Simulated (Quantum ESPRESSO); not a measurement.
## Fixed-spin-moment curve of MnZn

How stiff is the total moment of MnZn, and does E(M) have further minima?

Main program and level: Quantum ESPRESSO 7.5; LDA; plane waves with GBRV 1.5 LDA potentials, no spin-orbit coupling.

Most raw output is cut from this account.

**1. The starting structure**

Symmetry: Pm-3m, No. 221, cubic system. The conventional cell has a = 3.070 Å, b = 3.070 Å, c = 3.070 Å, α = 90.00°, β = 90.00°, γ = 90.00°. Nearest to Mn lie 8 Zn at 2.66 Å. Zn has 8 Mn at 2.66 Å nearest. Farther neighbours are not listed.

Coordinates:

```
CELL_PARAMETERS angstrom
3.07000 0.00000 0.00000
0.00000 3.07000 0.00000
0.00000 0.00000 3.07000
ATOMIC_POSITIONS crystal
Mn 0.00000 0.00000 0.00000
Zn 0.50000 0.50000 0.50000
```

The cell comes from the Crystallography Open Database.

**2. The free run**

ASE passes magmoms on as starting_magnetization. pw.x reads values of 1 or more as Bohr magnetons; where all are smaller, it reads them as fractions of the valence charge.

pw.py reads:

```python
from ase import Atoms
from ase.calculators.espresso import Espresso, EspressoProfile

atoms = Atoms(['Mn', 'Zn'],
    cell=[[3.07, 0.0, 0.0],
         [0.0, 3.07, 0.0],
         [0.0, 0.0, 3.07]],
    scaled_positions=[[0.0, 0.0, 0.0],
         [0.5, 0.5, 0.5]],
    pbc=True,
    magmoms=[3.5, 0.0])
input_data = {
    'control': {'calculation': 'scf', 'prefix': 'pwscf', 'outdir': './tmp', 'disk_io': 'nowf'},
    'system': {'ecutwfc': 40.0, 'ecutrho': 280.0, 'nbnd': 26, 'occupations': 'smearing', 'smearing': 'mv', 'degauss': 0.00999582, 'nspin': 2},
    'electrons': {'conv_thr': 4e-09, 'electron_maxstep': 150, 'mixing_beta': 0.3},
}
atoms.calc = Espresso(
    profile=EspressoProfile(command='mpirun -n 2 pw.x -nk 2', pseudo_dir='pseudo'),
    pseudopotentials={'Mn': 'mn_lda_v1.5.uspp.F.UPF', 'Zn': 'zn_lda_v1.uspp.F.UPF'},
    input_data=input_data,
    kpts=(10, 10, 10),
    koffset=(0, 0, 0))
atoms.get_potential_energy()
energy = atoms.calc.results['free_energy']
print(f'free energy: {energy:.6f} eV')
print('site moments (muB):', atoms.get_magnetic_moments().round(3))
```

Command:

```sh
$ OMP_NUM_THREADS=1 python3 pw.py > pw.log
```

It took 20 s on 2 MPI ranks of Arm Neoverse V2, shared host; peak memory 0.28 GiB.

Spin moment in the atom's sphere by atom:

```
atom  spin moment in the atom's sphere (μB)
 Mn1                                   3.04
 Zn2                                  -0.06
```

Numbers from this step:

| Item | Value |
| --- | --- |
| smearing term TS | -0.006110 eV |
| magnetization | 3.048 μB |
| absolute magnetization | 3.304 μB |
| final state | ferromagnetic |

**3. Moment fixed at 0 μB**

The two spin channels are filled to separate Fermi energies, so that the total moment meets the target. Half of the up one less the down one is the slope dE/dM.

pw.py, as its differences from that of step 2:

```diff
@@ -10,6 +10,6 @@
     pbc=True,
-    magmoms=[3.5, 0.0])
+    magmoms=[0.175, 0.0])
 input_data = {
     'control': {'calculation': 'scf', 'prefix': 'pwscf', 'outdir': './tmp', 'disk_io': 'nowf'},
-    'system': {'ecutwfc': 40.0, 'ecutrho': 280.0, 'nbnd': 26, 'occupations': 'smearing', 'smearing': 'mv', 'degauss': 0.00999582, 'nspin': 2},
+    'system': {'ecutwfc': 40.0, 'ecutrho': 280.0, 'nbnd': 27, 'occupations': 'smearing', 'smearing': 'mv', 'degauss': 0.00999582, 'nspin': 2, 'tot_magnetization': 0.0},
     'electrons': {'conv_thr': 4e-09, 'electron_maxstep': 150, 'mixing_beta': 0.3},
```

espresso.pwi reads:

```
&CONTROL
   calculation      = 'scf'
   outdir           = './tmp'
   prefix           = 'pwscf'
   disk_io          = 'nowf'
   pseudo_dir       = 'pseudo'
/
&SYSTEM
   nbnd             = 27
   tot_magnetization = 0.0
   ecutwfc          = 40.0
   ecutrho          = 280.0
   occupations      = 'smearing'
   degauss          = 0.00999582
   smearing         = 'mv'
   nspin            = 2
   starting_magnetization(1) = 0.175
   starting_magnetization(2) = 0.0
   ntyp             = 2
   nat              = 2
   ibrav            = 0
/
&ELECTRONS
   electron_maxstep = 150
   conv_thr         = 4e-09
   mixing_beta      = 0.3
/
&IONS
/
&CELL
/
&FCP
/
&RISM
/
ATOMIC_SPECIES
Mn  54.938044 mn_lda_v1.5.uspp.F.UPF
Zn  65.38 zn_lda_v1.uspp.F.UPF

K_POINTS automatic
10 10 10  0 0 0

CELL_PARAMETERS angstrom
3.07000000000000 0.00000000000000 0.00000000000000
0.00000000000000 3.07000000000000 0.00000000000000
0.00000000000000 0.00000000000000 3.07000000000000

ATOMIC_POSITIONS angstrom
Mn  0.0000000000 0.0000000000 0.0000000000  
Zn  1.5350000000 1.5350000000 1.5350000000
```

Command:

```sh
$ OMP_NUM_THREADS=1 python3 pw.py > pw.log
```

Wall time 19 s (2 MPI ranks); peak memory 0.28 GiB; 37 s of CPU time.

This step gave:

```yaml
magnetization: 0 μB
absolute_magnetization: 0 μB
half_the_difference_of_the_two_fermi_energies: 0 meV
largest_moment: 0 μB
```

**4. Moment fixed at 0.686 μB**

pw.py, as its differences from that of step 3:

```diff
@@ -10,6 +10,6 @@
     pbc=True,
-    magmoms=[0.175, 0.0])
+    magmoms=[0.686, 0.0])
 input_data = {
     'control': {'calculation': 'scf', 'prefix': 'pwscf', 'outdir': './tmp', 'disk_io': 'nowf'},
-    'system': {'ecutwfc': 40.0, 'ecutrho': 280.0, 'nbnd': 27, 'occupations': 'smearing', 'smearing': 'mv', 'degauss': 0.00999582, 'nspin': 2, 'tot_magnetization': 0.0},
+    'system': {'ecutwfc': 40.0, 'ecutrho': 280.0, 'nbnd': 27, 'occupations': 'smearing', 'smearing': 'mv', 'degauss': 0.00999582, 'nspin': 2, 'tot_magnetization': 0.686},
     'electrons': {'conv_thr': 4e-09, 'electron_maxstep': 150, 'mixing_beta': 0.3},
```

Command:

```sh
$ OMP_NUM_THREADS=1 python3 pw.py > pw.log
```

Wall time 22 s (2 MPI ranks); peak memory 0.28 GiB; 43 s of CPU time.

Spin moment in the atom's sphere by atom:

| atom | spin moment in the atom's sphere (μB) |
| --- | --- |
| Mn1 | 0.730 |
| Zn2 | -0.025 |

Numbers from this step:

```
magnetization                                 : 0.686 μB
absolute magnetization                        : 0.81 μB
half the difference of the two Fermi energies : -191 meV
```

**5. Moment fixed at 1.372 μB**

pw.py, as its differences from that of step 4:

```diff
@@ -10,6 +10,6 @@
     pbc=True,
-    magmoms=[0.686, 0.0])
+    magmoms=[1.372, 0.0])
 input_data = {
     'control': {'calculation': 'scf', 'prefix': 'pwscf', 'outdir': './tmp', 'disk_io': 'nowf'},
-    'system': {'ecutwfc': 40.0, 'ecutrho': 280.0, 'nbnd': 27, 'occupations': 'smearing', 'smearing': 'mv', 'degauss': 0.00999582, 'nspin': 2, 'tot_magnetization': 0.686},
+    'system': {'ecutwfc': 40.0, 'ecutrho': 280.0, 'nbnd': 27, 'occupations': 'smearing', 'smearing': 'mv', 'degauss': 0.00999582, 'nspin': 2, 'tot_magnetization': 1.372},
     'electrons': {'conv_thr': 4e-09, 'electron_maxstep': 150, 'mixing_beta': 0.3},
```

Command:

```sh
$ OMP_NUM_THREADS=1 python3 pw.py > pw.log
```

Wall time 17 s (2 MPI ranks); peak memory 0.28 GiB; 34 s of CPU time.

Read from the output:

```
magnetization                                 : 1.372 μB
absolute magnetization                        : 1.606 μB
half the difference of the two Fermi energies : -354.8 meV
largest moment                                : 1.454 μB
```

**6. An input with a fault**

One input was spoiled on purpose, to see how the program answers.

pw.in reads:

```
&CONTROL
  calculation = 'scf'
  prefix = 'pwscf'
  outdir = './tmp'
  pseudo_dir = './pseudo'
  disk_io = 'nowf'
/
&SYSTEM
  ibrav = 0
  nat = 2
  ntyp = 2
  ecutwfc = 12
  ecutrho = 280
  nbnd = 26
  occupations = 'smearing'
  smearing = 'mv'
  degauss = 0.00999582
  nspin = 2
  starting_magnetization(1) = 0.2333
  starting_magnetization(2) = 0
/
&ELECTRONS
  conv_thr = 4d-09
  electron_maxstep = 75
  mixing_beta = 0.3
/
ATOMIC_SPECIES
Mn     54.9380 mn_lda_v1.5.uspp.F.UPF
Zn     65.3800 zn_lda_v1.uspp.F.UPF
CELL_PARAMETERS angstrom
   3.0700000000    0.0000000000    0.0000000000
   0.0000000000    3.0700000000    0.0000000000
   0.0000000000    0.0000000000    3.0700000000
ATOMIC_POSITIONS crystal
Mn      0.0000000000    0.0000000000    0.0000000000
Zn      0.5000000000    0.5000000000    0.5000000000
K_POINTS automatic
10 10 10 0 0 0
```

Command:

```sh
$ OMP_NUM_THREADS=1 mpirun -n 2 pw.x -nk 2 -in pw.in > pw.out
```

Run time: 9.3 s. Hardware: 2 MPI ranks; peak memory 0.16 GiB; 18 s of CPU time.

The run converged, but its input is faulty, so its numbers are not to be trusted.

The fault in the input: a cutoff far too low.

Side by side:

| quantity | this run | same start on sound input | difference |
| --- | --- | --- | --- |
| largest moment (μB) | 0.0039666 | 3.0429 | -3.04 |
| magnetization (μB) | 0 | 3.048 | -3.05 |
| absolute magnetization (μB) | 0 | 3.304 | -3.30 |

One result that differs is the largest moment, 0.00397 μB against 3.04 μB.

**7. All moments**

The runs not shown differ in the target, the start and the number of states alone. The point at 3.05 μB is the free run, entered with slope zero.

Table of energy over the lowest by total spin moment:

```
total spin moment (μB a cell)  energy over the lowest (meV a cell)
                         0.00                                  810
                         0.69                                  745
                         1.37                                  553
                         2.06                                  274
                         2.74                                 30.3
                         3.05                                    0
                         3.43                                 38.4
                         4.12                                  280
```

The dE/dM by total spin moment:

```csv
total spin moment (μB a cell),dE/dM (meV/μB)
0.00,0.00389
0.69,-191
1.37,-355
2.06,-443
2.74,-207
3.05,0
3.43,159
4.12,613
```

Table of largest site moment by total spin moment:

| total spin moment (μB a cell) | largest site moment (μB) |
| --- | --- |
| 0.00 | 4.9e-6 |
| 0.69 | 0.730 |
| 1.37 | 1.45 |
| 2.06 | 2.15 |
| 2.74 | 2.78 |
| 3.05 | 3.04 |
| 3.43 | 3.35 |
| 4.12 | 3.80 |

**8. Results**

| Item | Value |
| --- | --- |
| moment of the free run | 3.05 μB a cell |
| energy at zero total moment | 810 meV a cell over the lowest |
| ΔE/ΔM² from the lowest point to 3.43 and to 2.74 μB | 264 and 326 meV/μB² |

At zero total moment the site moments vanish, so the 810 meV a cell is the energy of forming them. The points show one minimum alone. The cell holds one seeded atom, so opposed orders, which may lie lower, cannot form in it. The smearing is not Fermi–Dirac, so its width is no temperature.

[Logs and program files are shortened in this print: banners, set-up blocks, solver, clock and traceback lines can be left out without a mark of their own.]

[Logs are printed without paths, hosts, clocks, repeated set-up lines and the standing remarks that a program may print on its own settings, such as how far it seeks lower states.]

[Hosts, paths, dates, database ids (printed as entryN), source tags and the programs' standing remarks are cut or masked in the printed files.]

[Where a cell is said to come from a database of computed structures, the database is the Materials Project.]
